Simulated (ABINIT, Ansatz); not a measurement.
# CsSnI3 (Pm-3m): bands and cutoff in G0W0 with ABINIT, part 2 of 2

Wanted: a converged G0W0 gap of CsSnI3 (Pm-3m), or an estimate of the limit.

ABINIT 10.8.3; PBE and many-body steps on it, plane waves. Known limits of the many-body steps: not at the basis limit; screening runs away on this mesh; no spin-orbit coupling; coarse k mesh.

So far. Step 3 (Screening, 2×2×2 mesh, 91 bands, screening to 76.2 eV): Local fields lower ε∞ by 22 %. The value itself is an artefact of the mesh, where one narrow direct gap carries too much weight. Step 4 (91 bands, 76.2 eV): The gap on the mesh goes from 0.48 eV to 0.93 eV, a correction of +0.45 eV.

## (6) 179 bands, 141.5 eV

This step: G0W0 on PBE, plane waves, norm-conserving pseudopotentials.

run.abi reads:

```
acell 3*1.0 Angstrom
rprim 
  6.286228000000 0.000000000000 0.000000000000
  0.000000000000 6.286228000000 0.000000000000
  0.000000000000 0.000000000000 6.286228000000
ntypat 3
znucl 55 50 53
natom 5
typat 1 2 3 3 3
xred 
  0.500000000000 0.500000000000 0.500000000000
  0.000000000000 0.000000000000 0.000000000000
  0.500000000000 0.000000000000 0.000000000000
  0.000000000000 0.000000000000 0.500000000000
  0.000000000000 0.500000000000 0.000000000000
pp_dirpath "pseudos"
pseudos "Cs.upf, Sn.upf, I.upf"
ecut 38
ngkpt 2 2 2
nshiftk 1
shiftk 0 0 0
kptopt 1
chksymbreak 0
istwfk *1
occopt 1
irdwfk 1
optdriver 4
nband 179
gwcalctyp 0
ecutsigx 38
symsigma 1
nkptgw 2
kptgw 
  0.5000000000 0.5000000000 0.5000000000
  0.0000000000 0.0000000000 0.0000000000
bdgw 
  50 56
  51 56
ecuteps 5.2
irdscr 1
ppmodel 1
indata_prefix "in"
outdata_prefix "out"
tmpdata_prefix "tmp"
```

Run with:

```console
> OMP_NUM_THREADS=1 mpirun -n 8 abinit run.abi > log
```

Numbers of over 12 decimals in the logs are rounded to 6 here.

Output:

```text
.Version 10.8.3 of ABINIT. v10.8.2 released Aug 2026.

 Symmetries : space group Pm -3 m (#221); Bravais cP (primitive cubic)
[... echo of the input left out ...]
== DATASET  1 ==================================================================
-   mpi_nproc: 8, omp_nthreads: 1 (-1 if OMP is not activated)

--- !DatasetInfo
iteration_state: {dtset: 1, }
dimensions: {natom: 5, nkpt: 4, mband: 179, nsppol: 1, nspinor: 1, nspden: 1, mpw: 18805, }
cutoff_energies: {ecut:  38.0, pawecutdg:  -1.0, }
electrons: {nelect:   1.06000000E+02, charge:   0.00000000E+00, occopt:   1.00000000E+00, tsmear:   1.00000000E-02, }

 SIGMA: Calculation of the GW corrections

 Based on a program developped by R.W. Godby, V. Olevano, G. Onida, and L. Reining.
 Incorporated in ABINIT by V. Olevano, G.-M. Rignanese, and M. Torrent.
.Using double precision arithmetic ; gwpc =  8

[... cell and pseudopotentials left out ...]
--------------------------------------------------------------------------------

 ==== K-mesh for the wavefunctions ====
 Number of points in the irreducible wedge :     4
[... list of points left out ...]
 Together with 48 symmetry operations and time-reversal symmetry
 yields     8 points in the full Brillouin Zone.

 ==== Q-mesh for screening function ====
 Number of points in the irreducible wedge :     4
[... list of points left out ...]
 Together with 48 symmetry operations and time-reversal symmetry
 yields     8 points in the full Brillouin Zone.

 vcoul_init : cutoff-mode = AUXILIARY_FUNCTION
 q-points for optical limit:   1
     1)      0.000010    0.000020    0.000030
 setmesh: FFT mesh size selected  =    72x   72x   72
          total number of points  =       373248

 Number of electrons calculated from density =  106.0000; Expected =  106.0000
[...]
number of omega for Sigma on real axis              0
 max omega for Sigma on real axis  [eV]           0.00
 zcut for avoiding poles [eV]                     0.10

 EPSILON^-1 parameters (SCR file):
 dimension of the eps^-1 matrix on file            949
 dimension of the eps^-1 matrix used               949
 number of plane-waves for wavefunctions         18805
 number of bands                                   179
 number of q-points in IBZ                           4
 number of frequencies                               2
 number of real frequencies                          1
 number of imag frequencies                          1

 matrix elements of self-energy operator (all in [eV])

 Perturbative Calculation

--- !SelfEnergy_ee
iteration_state: {dtset: 1, }
kpoint     : [   0.500,    0.500,    0.500, ]
spin       : 1
KS_gap     :    0.481
QP_gap     :    0.890
Delta_QP_KS:    0.408
data: !SigmaeeData |
     Band     E0 <VxcDFT>   SigX SigC(E0)      Z dSigC/dE  Sig(E)    E-E0       E
       50   1.957 -13.386 -16.194   2.500   0.782  -0.280 -13.626  -0.241   1.716
       51   1.957 -13.386 -16.194   2.500   0.782  -0.280 -13.626  -0.241   1.716
       52   1.957 -13.386 -16.194   2.500   0.782  -0.280 -13.626  -0.241   1.716
[...]
--- !SelfEnergy_ee
iteration_state: {dtset: 1, }
kpoint     : [   0.000,    0.000,    0.000, ]
spin       : 1
KS_gap     :    4.316
QP_gap     :    4.735
Delta_QP_KS:    0.418
data: !SigmaeeData |
     Band     E0 <VxcDFT>   SigX SigC(E0)      Z dSigC/dE  Sig(E)    E-E0       E
[...]
55   6.866  -6.273  -2.799  -3.143   0.831  -0.204  -5.998   0.276   7.141
       56   6.866  -6.273  -2.799  -3.143   0.831  -0.204  -5.998   0.276   7.141

== END DATASET(S) ==============================================================
================================================================================

 -outvars: echo values of variables after computation  --------
           etotal      0.0000000000E+00
            nband         179
             nkpt           4
          spgroup         221
 [... the other variables as echoed above ...]

 Calculation completed.
```

Run time: 53 s. Hardware: 8 MPI ranks of Arm Neoverse V2, shared host; peak memory 5.8 GiB.

Numbers from this step:

```
G0W0 gap on the points computed              : 0.8900 eV
starting gap on the mesh                     : 0.4814 eV
k of the valence top                         : 0.5, 0.5, 0.5
k of the conduction bottom                   : 0.5, 0.5, 0.5
Z at the valence top                         : 0.789
Z at the conduction bottom                   : 0.794
least direct G0W0 gap on the computed points : 0.8900 eV
```

Against G0W0 in ABINIT (2×2×2 mesh, 91 bands, screening to 76.2 eV, Godby-Needs plasmon pole), the gap moves by −0.045 eV.

## (7) Screening, 2×2×2 mesh, 361 bands, screening to 217.7 eV

This step: RPA screening on PBE, plane waves, norm-conserving pseudopotentials.

run.abi: that of step 6 with these lines changed.

```diff
@@ -26,17 +26,8 @@
 irdwfk 1
-optdriver 4
-nband 179
-gwcalctyp 0
-ecutsigx 38
-symsigma 1
-nkptgw 2
-kptgw 
-  0.5000000000 0.5000000000 0.5000000000
-  0.0000000000 0.0000000000 0.0000000000
-bdgw 
-  50 56
-  51 56
-ecuteps 5.2
-irdscr 1
-ppmodel 1
+optdriver 3
+nband 361
+ecuteps 8
+inclvkb 2
+awtr 1
+symchi 1
 indata_prefix "in"
```

Output:

```text
.Version 10.8.3 of ABINIT. v10.8.2 released Aug 2026.

 Symmetries : space group Pm -3 m (#221); Bravais cP (primitive cubic)
[... echo of the input left out ...]
== DATASET  1 ==================================================================
-   mpi_nproc: 8, omp_nthreads: 1 (-1 if OMP is not activated)

--- !DatasetInfo
iteration_state: {dtset: 1, }
dimensions: {natom: 5, nkpt: 4, mband: 361, nsppol: 1, nspinor: 1, nspden: 1, mpw: 18805, }
cutoff_energies: {ecut:  38.0, pawecutdg:  -1.0, }
[...]
--------------------------------------------------------------------------------
[... chi0 elements left out ...]
 For q-point:  0.000010 0.000020 0.000030
  dielectric constant = 108.7140
  dielectric constant without local fields = 133.7275

  Average fulfillment of the sum rule on Im[epsilon] for q-point    1 :     63.49  [%]
[... wings left out ...]
  q-point number  2        q = ( 0.500000, 0.000000, 0.000000) [r.l.u.]
--------------------------------------------------------------------------------
[... chi0 elements left out ...]
  Average fulfillment of the sum rule on Im[epsilon] for q-point    2 :     67.62  [%]

 [... 2 further q-points ...]
```

Wall time 9.7 min (8 MPI ranks); peak memory 9.1 GiB; 78 min of CPU time.

This step gave:

- ε∞ with local fields, on this mesh, along the program's q direction: 108.7
- the same without local fields: 133.7
- plasma frequency: 24.26 eV
- plane waves in the screening matrix: 1839

## (8) 361 bands, 217.7 eV

This step: G0W0 on PBE, plane waves, norm-conserving pseudopotentials.

run.abi: that of step 7 with these lines changed.

```diff
@@ -26,8 +26,18 @@
 irdwfk 1
-optdriver 3
+optdriver 4
 nband 361
+gwcalctyp 0
+ecutsigx 38
+symsigma 1
+nkptgw 2
+kptgw 
+  0.5000000000 0.5000000000 0.5000000000
+  0.0000000000 0.0000000000 0.0000000000
+bdgw 
+  50 56
+  51 56
 ecuteps 8
-inclvkb 2
-awtr 1
-symchi 1
+irdscr 1
+ppmodel 1
+gwmem 01
 indata_prefix "in"
```

Output:

```text
.Version 10.8.3 of ABINIT. v10.8.2 released Aug 2026.

 Symmetries : space group Pm -3 m (#221); Bravais cP (primitive cubic)
[... echo of the input left out ...]
== DATASET  1 ==================================================================
-   mpi_nproc: 8, omp_nthreads: 1 (-1 if OMP is not activated)

--- !DatasetInfo
iteration_state: {dtset: 1, }
dimensions: {natom: 5, nkpt: 4, mband: 361, nsppol: 1, nspinor: 1, nspden: 1, mpw: 18805, }
cutoff_energies: {ecut:  38.0, pawecutdg:  -1.0, }
[...]
Band     E0 <VxcDFT>   SigX SigC(E0)      Z dSigC/dE  Sig(E)    E-E0       E
[...]
55   6.866  -6.273  -2.799  -3.355   0.830  -0.205  -6.174   0.099   6.965
       56   6.866  -6.273  -2.799  -3.355   0.830  -0.205  -6.174   0.099   6.965

== END DATASET(S) ==============================================================
================================================================================

 -outvars: echo values of variables after computation  --------
           etotal      0.0000000000E+00
            nband         361
             nkpt           4
          spgroup         221
 [... the other variables as echoed above ...]

 Calculation completed.
```

Elapsed: 5.4 min, on 8 MPI ranks; peak memory 7.4 GiB; 43 min of CPU time.

This step gave:

```yaml
g0w0_gap_on_the_points_computed: 0.972 eV
starting_gap_on_the_mesh: 0.4814 eV
k_of_the_valence_top: 0.5, 0.5, 0.5
k_of_the_conduction_bottom: 0.5, 0.5, 0.5
least_direct_g0w0_gap_on_the_computed_points: 0.972 eV
```

Against G0W0 in ABINIT (2×2×2 mesh, 179 bands, screening to 141.5 eV, Godby-Needs plasmon pole), the gap moves by +0.082 eV.

## (9) The runs together

Times are wall times on 8 MPI ranks of Arm Neoverse V2, shared host, good to a factor of about two. A run's time includes the screening step that it read.

```
                run   mesh  bands  screening cutoff (eV)  DFT gap (eV)  gap on the mesh (eV)  direct (eV)  ε∞ used     time
  91 bands, 76.2 eV  2×2×2     91                   76.2         0.481                 0.935        0.935   104.28     54 s
179 bands, 141.5 eV  2×2×2    179                  141.5         0.481                 0.890        0.890   106.82  3.4 min
361 bands, 217.7 eV  2×2×2    361                  217.7         0.481                 0.972        0.972   108.71   15 min
```

## (10) Outcome

| Item | Value |
| --- | --- |
| 91 bands, 76.2 eV | 0.935 eV |
| 179 bands, 141.5 eV | 0.890 eV |
| 361 bands, 217.7 eV | 0.972 eV |
| known limits | not at the basis limit; screening runs away on this mesh; no spin-orbit coupling; coarse k mesh |

From the first rung to the last the gap moves by +0.04 eV for 17 times the time. The gap turns back along the series, so no limit is drawn from it. In the first G0W0 run levels were corrected at 2 k points alone, so a gap called «on the mesh» is the least over those, and an edge elsewhere would be missed. The 2×2×2 mesh is coarse for this cell, which bears on the long-range parts of exchange and screening. This is the ideal cubic cell; many perovskites, halides above all, are cubic only on average, and local tilts or off-centring can widen the gap. On this mesh the RPA ε∞ passes 90, more than nearly any semiconductor shows; a coarse mesh does this where one point with a narrow direct gap carries much weight. The screening is then too strong, and the G0W0 gap should not be taken as the material's. The many-body steps are scalar-relativistic: spin-orbit coupling is not in them.

[Paths, hosts, dates, memory and timing lines, banners, echoed tables and standing remarks are left out of the program output.]

[Logs are printed without paths, hosts, clocks, repeated set-up lines and the standing remarks that a program may print on its own settings, such as how far it seeks lower states.]

[Runs of the session that timed out or met a known fault of the program may be left out.]

[No measured gap is set beside runs whose start may be inverted or whose files or cutoffs have a known fault.]

[Hosts, paths, dates, database ids (printed as entryN), source tags and the programs' standing remarks are cut or masked in the printed files.]

[G0W0 gaps are taken among the corrected bands and points alone; a level outside them can change the order at an edge.]

[Where Ansatz stands beside ABINIT at settings called matched, ABINIT's density can come from a denser mesh and the files from another edition; pairs whose starting gaps differed by over 0.03 eV were left out, so agreement reads better than it is.]
